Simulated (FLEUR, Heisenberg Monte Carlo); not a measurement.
# MnO (Manganosite): exchange couplings by force theorems

One state of MnO (Manganosite) is converged without symmetry. Force theorems then give its exchange couplings.

Method: LDA (VWN) with U = 4 eV on Mn d; all-electron FLAPW, Dirac cores, scalar-relativistic bands, in FLEUR MaX-R8.1.

## Step 1: Set-up

The structure is cubic, space group Fm-3m (No. 225). Conventional cell: a = 4.446 Å, b = 4.446 Å, c = 4.446 Å, α = 90.00°, β = 90.00°, γ = 90.00°. Mn has 6 O at 2.22 Å nearest. Nearest to O lie 6 Mn at 2.22 Å. Farther neighbours and most contacts between anions are not listed.

As a file:

```xyz
2
Lattice="0.0000 2.2230 2.2230 2.2230 0.0000 2.2230 2.2230 2.2230 0.0000" Properties=species:S:1:pos:R:3 pbc="T T T"
Mn    0.0000    0.0000    0.0000
O     2.2230    2.2230    2.2230
```

## Step 2: Reference state

The force theorems are single passes in this state's potential, so it has to be converged first. The U counters the self-interaction that shrinks the moments of a localised shell.

No symmetry is used, so that later steps may turn the spins freely; k and −k are joined. inpgen writes inp.xml from crystal.txt; cutoffs, mixing, functional, smearing and local orbitals are then set in the file. The k list scf (kpts.xml, not shown) is a Γ-centred 8×8×8 mesh; where the ranks do not divide the number of points, some are split in two of half the weight.

Input file inp.xml:

```
<?xml version="1.0" encoding="UTF-8" standalone="no"?>
<fleurInput fleurInputVersion="0.39">
   <comment>
      MnO
   </comment>
   <calculationSetup>
      <cutoffs Kmax="4.05" Gmax="12.1" GmaxXC="12.1" numbands="0"/>
      <scfLoop itmax="130" minDistance="0.0001" maxIterBroyd="15" imix="Anderson" alpha="0.05" precondParam="0.0" spinf="2.0" sdNocoIR="T"/>
      <coreElectrons ctail="F" frcor="F" kcrel="0" coretail_lmax="0"/>
      <xcFunctional name="vwn" relativisticCorrections="F"/>
      <magnetism jspins="2" l_noco="F" l_ss="F">
         <qss>0.0 0.0 0.0</qss>
         <mtNocoParams l_mperp="F" l_mtNocoPot="F" l_relaxSQA="F" mag_mixing_scheme="0" mix_RelaxWeightOffD="1.0" l_constrained="F" mix_constr="1.0"/>
         <sourceFreeMag l_sourceFree="F" l_scaleMag="F" mag_scale="1.0"/>
      </magnetism>
      <soc l_soc="F" theta="0.0" phi="0.0" spav="F"/>
      <expertModes spex="0" secvar="F"/>
      <geometryOptimization l_f="F" forcealpha="1.0" forcemix="BFGS" epsdisp="0.00001" epsforce="0.00001"/>
      <ldaU l_linMix="F" mixParam="0.05" spinf="1.0"/>
   </calculationSetup>
   <cell>
      <bzIntegration valenceElectrons="21.0" mode="hist" fermiSmearingEnergy="0.00183747">
         <kPointListSelection listName="scf"/>
         <xi:include xmlns:xi="http://www.w3.org/2001/XInclude" href="kpts.xml"> </xi:include>
      </bzIntegration>
      <xi:include xmlns:xi="http://www.w3.org/2001/XInclude" href="sym.xml"> </xi:include>
      <bulkLattice scale="1.0">
         <bravaisMatrix>
            <row-1>    0.0000000000000000     4.2008611749857998     4.2008611749857998</row-1>
            <row-2>    4.2008611749857998     0.0000000000000000     4.2008611749857998</row-2>
            <row-3>    4.2008611749857998     4.2008611749857998     0.0000000000000000</row-3>
         </bravaisMatrix>
      </bulkLattice>
   </cell>
   <atomSpecies>
      <species name="Manganese 4.500" element="Mn" atomicNumber="25">
         <mtSphere radius="2.62" gridPoints="867" logIncrement="0.014"/>
         <atomicCutoffs lmax="10" lnonsphr="8"/>
         <electronConfig flipSpins="F">
            <coreConfig>(1s1/2) (2s1/2) (2p1/2) (2p3/2)</coreConfig>
            <valenceConfig>(3s1/2) (3p1/2) (3p3/2) (4s1/2) (3d3/2) (3d5/2)</valenceConfig>
            <stateOccupation state="(3d3/2)" spinUp="1.75" spinDown="0.25"/>
            <stateOccupation state="(3d5/2)" spinUp="3.0" spinDown="0.0"/>
         </electronConfig>
         <energyParameters s="4" p="4" d="3" f="4"/>
         <ldaU l="2" U="4.0" J="0.0" l_amf="F"/>
         <lo type="SCLO" l="0" n="3" eDeriv="0"/>
         <lo type="SCLO" l="1" n="3" eDeriv="0"/>
      </species>
      <species name="Oxygen (O)" element="O" atomicNumber="8">
         <mtSphere radius="1.48" gridPoints="489" logIncrement="0.022"/>
         <atomicCutoffs lmax="6" lnonsphr="4"/>
         <electronConfig flipSpins="F">
            <coreConfig>(1s1/2)</coreConfig>
            <valenceConfig>(2s1/2) (2p1/2) (2p3/2)</valenceConfig>
            <stateOccupation state="(2p1/2)" spinUp="0.666667" spinDown="0.666667"/>
            <stateOccupation state="(2p3/2)" spinUp="1.333333" spinDown="1.333333"/>
         </electronConfig>
         <energyParameters s="2" p="2" d="3" f="4"/>
      </species>
   </atomSpecies>
   <atomGroups>
      <atomGroup species="Manganese 4.500">
         <relPos label="                   1">.0000000000 .0000000000 .0000000000</relPos>
         <force calculate="T" relaxXYZ="TTT"/>
         <nocoParams  alpha="0.0" beta="0.0"/>
      </atomGroup>
      <atomGroup species="Oxygen (O)">
         <relPos label="                   2">1.000/2.000 1.000/2.000 1.000/2.000</relPos>
         <force calculate="T" relaxXYZ="TTT"/>
         <nocoParams  alpha="0.0" beta="0.0"/>
      </atomGroup>
   </atomGroups>
   <output dos="F" band="F" slice="F">
      <bandDOS minEnergy="-.5*Htr" maxEnergy="0.5*Htr" sigma="0.015" storeEVData="T"/>
      <plotting iplot="0" polar="F">
         <plot TwoD="T" vec1="  1.0  0.0  0.0" vec2="  0.0  1.0  0.0" vec3="  0.0  0.0  1.0" zero="  0.0  0.0  0.0" file="plot"/>
      </plotting>
      <moessbauerParams electricFieldGradient="F" isomerShift="F" coreHyperfine="F" valenceHyperfine="F"/>
   </output>
</fleurInput>
```

Input file crystal.txt:

```
MnO
&input film=F cartesian=F /
0.00000000000  2.22300000000  2.22300000000
2.22300000000  0.00000000000  2.22300000000
2.22300000000  2.22300000000  0.00000000000
1.8897261246
1.0 1.0 1.0

2
25 0.00000000000  0.00000000000  0.00000000000 : 4.500
8 0.50000000000  0.50000000000  0.50000000000

&kpt div1=8 div2=8 div3=8 gamma=T /
```

On the command line:

```
OMP_NUM_THREADS=1 inpgen -f crystal.txt -nosym -noco > inpgen.log  # inp.xml is then edited as shown
OMP_NUM_THREADS=1 mpirun -n 4 fleur_MPI > fleur.log
```

The log of the run:

```text
Welcome to FLEUR        (www.flapw.de)
      MaX-Release 8.1          (www.max-centre.eu)

 ========== k-point set info ==========
 Selected k-point list: scf
 k-point list type: mesh
 0 x 0 x 0
 Number of k points: 260

 ------------Calculation Setup---------------------------
 Number of MPI-tasks      :            4
 Number of PE/node        :            4
 Number of OMP-threads    :            1
 k-points in parallel     :            4
 pe's per k-point         :            1
 No of k-point loops      :           65
 Eigenvalue solver        :       lapack
 Number of basis functions:          188
 Approximate size of matrices (H+S) per k-point:         0.001 GB
 --------------------------------------------------------
 no density matrix found ... skipping LDA+U
 Complex matrix made real
 Complex matrix made real
 Reset of history
 Iteration:     1   Distance:      20.32614617 me/bohr^3
 Iteration:     2   Distance:      18.58748952 me/bohr^3
 Iteration:     3   Distance:      15.95006727 me/bohr^3
 Iteration:     4   Distance:       8.30145433 me/bohr^3
 Iteration:     5   Distance:       6.41340829 me/bohr^3
 Iteration:     6   Distance:       2.75727460 me/bohr^3
 Iteration:     7   Distance:       0.63460023 me/bohr^3
 Iteration:     8   Distance:       0.57656872 me/bohr^3
 Iteration:     9   Distance:       0.10986619 me/bohr^3
 Iteration:    10   Distance:       0.08480203 me/bohr^3
 Iteration:    11   Distance:       0.01784440 me/bohr^3
 Iteration:    12   Distance:       0.02692849 me/bohr^3
 Iteration:    13   Distance:       0.00482733 me/bohr^3
 Iteration:    14   Distance:       0.00479241 me/bohr^3
 Iteration:    15   Distance:       0.00027043 me/bohr^3
 Iteration:    16   Distance:       0.00004513 me/bohr^3

 ********************************************************************
 Run finished successfully
 Stop message:
   all done
 ********************************************************************

--- out.xml (last complete iteration) ---
<iteration numberForCurrentRun="   16" overallNumber="   16">
         [... left out ...]
         <bandgap value="0.3019539973" units="eV"/>
         <sumValenceSingleParticleEnergies value="-12.9889851137" units="Htr"/>
         <FermiEnergy value="0.2940259606" units="Htr"/>
         <valenceDensity>
            <mtCharges spin="1">
               <mtCharge atomType="1" total="9.4345001" s="1.1877826" p="3.2322786" d="4.9319017" f="0.0576729"/>
               <mtCharge atomType="2" total="2.4447887" s="0.7409525" p="1.6981157" d="0.0049559" f="0.0006421"/>
            </mtCharges>
            <mtCharges spin="2">
               <mtCharge atomType="1" total="4.7304757" s="1.1494752" p="3.2025666" d="0.3085127" f="0.0485196"/>
               <mtCharge atomType="2" total="2.2871383" s="0.7200444" p="1.5664801" d="0.0005379" f="0.0000536"/>
            </mtCharges>
            <spinDependentCharge spin="1" total="13.0000000" interstitial="1.1207111" mtSpheres="11.8792889"/>
            <spinDependentCharge spin="2" total="8.0000000" interstitial="0.9823860" mtSpheres="7.0176140"/>
            <totalCharge value="21.0000000000"/>
         </valenceDensity>
         [... left out ...]
         <allElectronCharges>
            <spinDependentCharge spin="1" total="19.0000000" interstitial="1.1207114" mtSpheres="17.8792886"/>
            <spinDependentCharge spin="2" total="14.0000000" interstitial="0.9823862" mtSpheres="13.0176138"/>
            <totalCharge value="33.0000000003"/>
         </allElectronCharges>
         <magneticMomentsInMTSpheres units="muBohr">
            <globalMagMoment atomType="1" vec="0.00000   0.00000   4.70402"/>
            <localMagMoment atomType="1" vec="0.00000   0.00000   4.70402"/>
            <globalMagMoment atomType="2" vec="0.00000   0.00000   0.15765"/>
            <localMagMoment atomType="2" vec="0.00000   0.00000   0.15765"/>
         </magneticMomentsInMTSpheres>
         <moessbauerParams unitsHFF="kG" unitsIS="e/bohr^3" unitsEFG="Htr/bohr^2">
         </moessbauerParams>
         <totalEnergy value="    -1231.3183434177" units="Htr">
            <sumOfEigenvalues value="     -708.2801072060">
               <coreElectrons value="-695.2911220923"/>
               <valenceElectrons value="-12.9889851137"/>
            </sumOfEigenvalues>
            <densityCoulombPotentialIntegral value="-1875.7528346512"/>
            <densityEffectivePotentialIntegral value="-1952.9277142426"/>
            <chargeDenXCDenIntegral value="-58.3389959824"/>
            <FockExchangeEnergyValence value="0.0000000000"/>
            <FockExchangeEnergyCore value="0.0000000000"/>
            <atomTypeDependentContributions atomType="1">
               <electronNucleiInteractionDifferentMTs value="1381.2151241755"/>
               <MadelungTerm value="-7.9301176545"/>
            </atomTypeDependentContributions>
            <atomTypeDependentContributions atomType="2">
               <electronNucleiInteractionDifferentMTs value="86.6148525183"/>
               <MadelungTerm value="-4.3502038174"/>
            </atomTypeDependentContributions>
            <dftUCorrection value="-0.3597610192"/>
            <tkbTimesEntropy value="0.0000059862"/>
            <freeEnergy value="-1231.3183494039"/>
            <extrapolationTo0K value="-1231.3183464108"/>
         </totalEnergy>
         <ldaUDensityMatrix>
            <densityMatrixFor spin="1" atomType="1" uIndex="1" l="2" U="4.00000000" J="0.00000000">
               (+0.99122,+0.00000) (+0.00000,+0.00000) (+0.00000,+0.00000) (+0.00000,+0.00000) (+0.02421,+0.00000)
               (+0.00000,+0.00000) (+0.96701,+0.00000) (+0.00000,+0.00000) (+0.00000,+0.00000) (+0.00000,+0.00000)
               (+0.00000,+0.00000) (+0.00000,+0.00000) (+1.01543,+0.00000) (+0.00000,+0.00000) (+0.00000,+0.00000)
               (+0.00000,+0.00000) (+0.00000,+0.00000) (+0.00000,+0.00000) (+0.96701,+0.00000) (+0.00000,+0.00000)
               (+0.02421,+0.00000) (+0.00000,+0.00000) (+0.00000,+0.00000) (+0.00000,+0.00000) (+0.99122,+0.00000)
            </densityMatrixFor>
            <densityMatrixFor spin="2" atomType="1" uIndex="1" l="2" U="4.00000000" J="0.00000000">
               (+0.06998,+0.00000) (+0.00000,+0.00000) (+0.00000,+0.00000) (+0.00000,+0.00000) (+0.04138,+0.00000)
               (+0.00000,+0.00000) (+0.02860,+0.00000) (+0.00000,+0.00000) (+0.00000,+0.00000) (+0.00000,+0.00000)
               (+0.00000,+0.00000) (+0.00000,+0.00000) (+0.11136,+0.00000) (+0.00000,+0.00000) (+0.00000,+0.00000)
               (+0.00000,+0.00000) (+0.00000,+0.00000) (+0.00000,+0.00000) (+0.02860,+0.00000) (+0.00000,+0.00000)
               (+0.04138,+0.00000) (+0.00000,+0.00000) (+0.00000,+0.00000) (+0.00000,+0.00000) (+0.06998,+0.00000)
            </densityMatrixFor>
         </ldaUDensityMatrix>
         <ldaUDensityMatrixConvergence>
            <distance spin="1" distance="0.000000"/>
            <distance spin="2" distance="0.000001"/>
         </ldaUDensityMatrixConvergence>
         <densityConvergence units="me/bohr^3">
            <chargeDensity spin="1" distance="0.0000271619"/>
            <chargeDensity spin="2" distance="0.0000336549"/>
            <overallChargeDensity distance="0.0000451335"/>
            <spinDensity distance="0.0000412773"/>
         </densityConvergence>
      </iteration>
```

Wall time 60 s (4 MPI ranks of Arm Neoverse V1, shared host); peak memory 0.52 GiB.

Read from the output:

```
free energy                                                       : -33505.8792 eV
program's band gap on this mesh (in a metal only a level spacing) : 0.3020 eV
magnetization                                                     : 5 μB
final state                                                       : ferromagnetic
largest moment                                                    : 4.704 μB
```

After 16 cycles the largest moment stands at 4.70 μB.

## Step 3: Cone spirals

A narrow cone is a small rotation, for which the force theorem holds; spirals of any q fit in this cell.

All spins tilt by 10° and precess with wavevector q. The points are the irreducible ones of a 4×4×4 mesh. The k list spirals (kpts.xml, not shown) is a Γ-centred 8×8×8 mesh.

inp.xml, as its differences from that of step 2:

```diff
@@ -7,6 +7,6 @@
       <cutoffs Kmax="4.05" Gmax="12.1" GmaxXC="12.1" numbands="0"/>
-      <scfLoop itmax="130" minDistance="0.0001" maxIterBroyd="15" imix="Anderson" alpha="0.05" precondParam="0.0" spinf="2.0" sdNocoIR="T"/>
+      <scfLoop itmax="1" minDistance="0.0001" maxIterBroyd="15" imix="Anderson" alpha="0.05" precondParam="0.0" spinf="2.0" sdNocoIR="T"/>
       <coreElectrons ctail="F" frcor="F" kcrel="0" coretail_lmax="0"/>
       <xcFunctional name="vwn" relativisticCorrections="F"/>
-      <magnetism jspins="2" l_noco="F" l_ss="F">
+      <magnetism jspins="2" l_noco="T" l_ss="T">
          <qss>0.0 0.0 0.0</qss>
@@ -22,3 +22,3 @@
       <bzIntegration valenceElectrons="21.0" mode="hist" fermiSmearingEnergy="0.00183747">
-         <kPointListSelection listName="scf"/>
+         <kPointListSelection listName="spirals"/>
          <xi:include xmlns:xi="http://www.w3.org/2001/XInclude" href="kpts.xml"> </xi:include>
@@ -65,3 +65,3 @@
          <force calculate="T" relaxXYZ="TTT"/>
-         <nocoParams  alpha="0.0" beta="0.0"/>
+         <nocoParams  alpha="0.0" beta="0.1745329"/>
       </atomGroup>
@@ -70,3 +70,3 @@
          <force calculate="T" relaxXYZ="TTT"/>
-         <nocoParams  alpha="0.0" beta="0.0"/>
+         <nocoParams  alpha="0.0" beta="0.1745329"/>
       </atomGroup>
@@ -80,2 +80,14 @@
    </output>
+   <forceTheorem>
+      <spinSpiralDispersion>
+         <q>0.00000000 0.00000000 0.00000000</q>
+         <q>0.00000000 0.00000000 0.25000000</q>
+         <q>0.00000000 0.00000000 0.50000000</q>
+         <q>0.00000000 0.25000000 0.25000000</q>
+         <q>0.00000000 0.25000000 0.50000000</q>
+         <q>0.00000000 0.25000000 -0.25000000</q>
+         <q>0.00000000 0.50000000 0.50000000</q>
+         <q>0.25000000 0.50000000 -0.25000000</q>
+      </spinSpiralDispersion>
+   </forceTheorem>
 </fleurInput>
```

On the command line:

```
OMP_NUM_THREADS=1 mpirun -n 4 fleur_MPI -warn_only > fleur.log
```

The log of the run:

```text
[banner, memory and clock lines left out]
Welcome to FLEUR        (www.flapw.de)
      MaX-Release 8.1          (www.max-centre.eu)
 qss = 0 ; not a spin-spiral!

 ========== k-point set info ==========
 Selected k-point list: spirals
 k-point list type: mesh
 0 x 0 x 0
 Number of k points: 512

 [... set-up left out ...]
 ********************************************************************
 Run finished successfully
 Stop message:
   Forcetheorem:SpinSpiralDispersion
 ********************************************************************

--- out.xml (force theorem) ---
<Forcetheorem_SSDISP qvectors="8" units="Htr">
            <Entry q="1" ev-sum="-12.9889712"/>
            <Entry q="2" ev-sum="-12.9890128"/>
            <Entry q="3" ev-sum="-12.9890396"/>
            <Entry q="4" ev-sum="-12.9890106"/>
            <Entry q="5" ev-sum="-12.9890291"/>
            <Entry q="6" ev-sum="-12.9890331"/>
            <Entry q="7" ev-sum="-12.9890135"/>
            <Entry q="8" ev-sum="-12.9890232"/>
         </Forcetheorem_SSDISP>
```

Elapsed: 1.7 min, on 4 MPI ranks; peak memory 0.51 GiB; 6.7 min of CPU time.

Spiral energies, by row:

```tsv
q1	q2	q3	band energy less that at q = 0 (meV a cell)
0	0	0	0
0	0	0.25	-1.132
0	0	0.5	-1.861
0	0.25	0.25	-1.072
0	0.25	0.5	-1.576
0	0.25	-0.25	-1.684
0	0.5	0.5	-1.151
0.25	0.5	-0.25	-1.415
```

## Step 4: J_ij by Fourier transform

Energy differences over sin² of the cone give J(q); symmetry fills the mesh, and a Fourier sum gives the pairs.

Table of the J, nearest shells first. Convention: E = -sum over ordered pairs of J e_i.e_j, unit vectors; induced moments turn with the spiral.

```tsv
from	to	distance (Å)	count	J (meV)
Mn1	Mn	3.14	12	-1.87
Mn1	Mn	4.45	6	-2.98
Mn1	Mn	5.45	24	-0.241
```

Pairs that symmetry makes alike are averaged. Farther pairs are folded with their periodic images: they enter the temperatures but not the table.

Derived from these couplings:

- distance up to which pairs are told from their periodic images: 6.288 Å
- largest imaginary part left by the Fourier sum: 9.44e-16 meV
- wavevector of the mean-field order: 0, 0, 0.5 reciprocal lattice
- energy of the cheapest spiral on the q mesh, over sin² of its cone, a magnetic atom: -61.73 meV
- its wavevector: 0, 0, 0.5 reciprocal lattice
- ordering temperature, mean field: 105.1 K

## Step 5: Finite temperature

Classical unit spins on 8×8×8 cells (512 spins), 92 couplings a spin. Heat-bath moves, cooled from random spins, 300 sweeps to settle and 800 measured at each temperature, averaged over 4 runs.

Run time: 7.5 s. Hardware: 4 threads; 30 s of CPU time.

```tsv
T (K)	net moment	heat capacity (k_B a spin)
15.8	0.01	0.99
21.0	0.01	1.05
26.3	0.01	1.13
31.5	0.01	1.18
36.8	0.01	1.38
42.0	0.01	1.29
47.3	0.01	1.57
52.6	0.01	1.59
57.8	0.01	1.80
63.1	0.01	1.38
68.3	0.02	1.02
73.6	0.02	0.74
78.8	0.02	0.63
84.1	0.02	0.54
89.3	0.02	0.47
94.6	0.02	0.47
99.8	0.02	0.38
105	0.02	0.37
110	0.02	0.31
```

The cooled spins do not end in the run's own pattern, so only the heat capacity marks where order grows.

## Step 6: Results

| Quantity | Value |
| --- | --- |
| reference state, unstable against spirals | ferromagnetic |
| largest sphere moment | 4.70 μB |
| J, nearest shell (E = −Σ J e·e, ordered pairs) | -1.87 meV |
| largest J | -2.98 meV at 4.45 Å |
| ordering temperature, mean field | 105 K |
| heat-capacity peak in Monte Carlo, interpolated | 55.3 K |

What this shows: At the wavevector of the mean-field order the listed pairs alone give a mean-field temperature of 138 K, so folded far pairs weigh much and the q mesh is too coarse for these temperatures. A rotation at q = (0, 0, 0.5) lowers the energy, so by its own couplings the state is not the lowest. The couplings rotate rigid moments in a frozen potential; induced moments turn with the spiral and are folded in. Far couplings hang on the mesh, in metals near ones too. Monte Carlo puts the peak at 0.53 of the mean-field temperature; besides fluctuations, rival orders and the fit of the order to the finite box enter that ratio. On cooling the model does not settle into the pattern of the DFT state; its strongest order lies at q = (0.5, 0.5, 0.5). Temperatures are for classical spins; for spin S a factor (S+1)/S is a common correction. The state was typed, and no other order was converged beside it, so it need not be the ground state.

[Logs and program files are shortened in this print: banners, set-up blocks, solver, clock and traceback lines can be left out without a mark of their own.]

[Logs are printed without paths, hosts, clocks, repeated set-up lines and the standing remarks that a program may print on its own settings, such as how far it seeks lower states.]

[Hosts, paths, dates, database ids (printed as entryN), source tags and the programs' standing remarks are cut or masked in the printed files.]

[Where a cell is said to come from a database of computed structures, the database is the Materials Project.]
